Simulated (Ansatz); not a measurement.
BaSrYSbO6 (F-43m), computed twice by G0W0.

The structure is cubic, space group F-43m (No. 216). The conventional cell has a = 8.465 Å, b = 8.465 Å, c = 8.465 Å, α = 90.00°, β = 90.00°, γ = 90.00°. Nearest to Ba lie 12 O at 2.99 Å. Nearest to Sr lie 12 O at 2.99 Å. Y has 6 O at 2.23 Å nearest. Sb has 6 O at 2.01 Å nearest. Nearest to O lie 1 Sb at 2.01 Å and 1 Y at 2.23 Å and 2 Sr at 2.99 Å and 2 Ba at 2.99 Å. Farther neighbours and most contacts between anions are not listed.

```
Ba Sr Y Sb O
1.0
     0.00000    4.23260    4.23260
     4.23260    0.00000    4.23260
     4.23260    4.23260    0.00000
Ba Sr Y Sb O
1 1 1 1 6
Direct
  0.25000 0.25000 0.25000
  0.75000 0.75000 0.75000
  0.50000 0.50000 0.50000
  0.00000 0.00000 0.00000
  0.76308 0.23692 0.23692
  0.23692 0.76308 0.76308
  0.76308 0.76308 0.23692
  0.23692 0.23692 0.76308
  0.23692 0.76308 0.23692
  0.76308 0.23692 0.76308
```

The cell and positions are those that the Materials Project relaxed with its own functionals (PBE, PBE+U or r2SCAN), kept fixed. Spin-orbit coupling is left out unless a run names it.

The first (Ansatz 0.2.0; start PBE+U(Y-d,1), 2×2×2 mesh, 632 empty bands, screening to 150 eV, PAW set soft_1 files; 1 × NVIDIA H100 80GB HBM3 (shared by 6 runs) with 2 threads of AMD EPYC 7R13 (Zen 3), shared host) gave, on its mesh: starting gap 3.53 eV, G0W0 gap 5.22 eV, RPA ε∞ (mean) 4.30, 11 s.

**Question.** The second changes start from PBE+U(Y-d,1) to PBE+U(Y-d,8). What does it give?

It gave: starting gap 3.40 eV, G0W0 gap 5.22 eV, RPA ε∞ (mean) 4.08, 12 s. The G0W0 gap moves by −0.01 eV, −0.13 eV from the start and +0.12 eV from the correction. Σc changes by −0.01 eV at the valence top and +0.06 eV at the conduction bottom, and Σx − Vxc between them by +0.05 eV.

Limits: not at the basis limit; no spin-orbit coupling; coarse k mesh.

[Paths, hosts, dates, memory and timing lines, banners, echoed tables and standing remarks are left out of the program output.]

[Logs are printed without paths, hosts, clocks, repeated set-up lines and the standing remarks that a program may print on its own settings, such as how far it seeks lower states.]

[Runs of the session that timed out or met a known fault of the program may be left out.]

[Cells called generated may have been cut or substituted from an entry of the Crystallography Open Database or the Materials Project.]

[Hosts, paths, dates, database ids (printed as entryN), source tags and the programs' standing remarks are cut or masked in the printed files.]
